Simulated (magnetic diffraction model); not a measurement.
**Dy2NiTe4: what an assumed order does to the neutron pattern**

Space group I-42d (no. 122), a = 8.4410 Å, c = 9.0080 Å.

```csv
site,atom,x,y,z
8d,Dy,1/4,0.1396,7/8
16e,Te,0.8036,0.9258,0.1834
4b,Ni,0,0,1/2
```

The compound is invented for this exercise: a known structure type with other elements, its cell scaled to their sizes and not relaxed.

Only Dy is taken to order (form factors of Dy3+); orders and moment sizes are assumed, and not adapted to the symmetry. Radiation: neutrons of λ = 1.594 Å (absorption by Dy left out), 5° to 35°; isotropic B of 0.11 Å² (Dy), 0.14 Å² (Te) and 0.18 Å² (Ni). Simulated constant-wavelength pattern: nuclear and magnetic terms add, the magnetic one as |2.695 fm × Σ f S⊥ exp(2πi Q·r) exp(−B s²)|², summed over all Q at one angle with the factor 1/(sin²θ cos θ). For collinear order S is the moment m, which repeats by lattice and centring translations R with the sign exp(−2πi k·R). Free-ion form factors, Sears's scattering lengths of 1992, no absorption; a label names one of the reflections at its angle. The strongest nuclear line in the range is 100, and lines under 0.2 are left out.

Assume the order k = (0 0 0), collinear moments along [101], 6.8 μB on Dy; signs + at (1/4, 0.1396, 7/8), − at (0.1396, 3/4, 1/8), + at (1/4, 0.3604, 3/8), − at (0.3604, 3/4, 5/8).

Q: Where does magnetic intensity appear, and how strong is it?

```
2θ (°)    index  nuclear  magnetic
 14.87  (1 0 1)      4.9      34.5
 15.35  (1 1 0)      0.0     114.3
 20.39  (0 0 2)      0.0      32.2
 21.77  (2 0 0)     14.2      15.3
 25.62  (1 1 2)     56.2       0.0
 26.47  (2 1 1)     77.1      76.7
 30.00  (2 0 2)      0.4      25.4
 30.98  (2 2 0)      1.6       0.0
 32.73  (1 0 3)     77.9       4.8
 34.53  (3 0 1)     85.0      11.7
 34.74  (3 1 0)    100.0       1.2
```

The strongest magnetic line in the range is (1 1 0) at 15.35° (114.3). On top of the Lorentz factor, which all lines share, magnetic lines fade with angle because f falls: for Dy3+ it is 0.96, 0.84, 0.69 and 0.41 at sin θ/λ = 0.1, 0.2, 0.3 and 0.5 Å⁻¹, while nuclear lengths stay constant. The order has no net moment.

[Logs are printed without paths, hosts, clocks, repeated set-up lines and the standing remarks that a program may print on its own settings, such as how far it seeks lower states.]
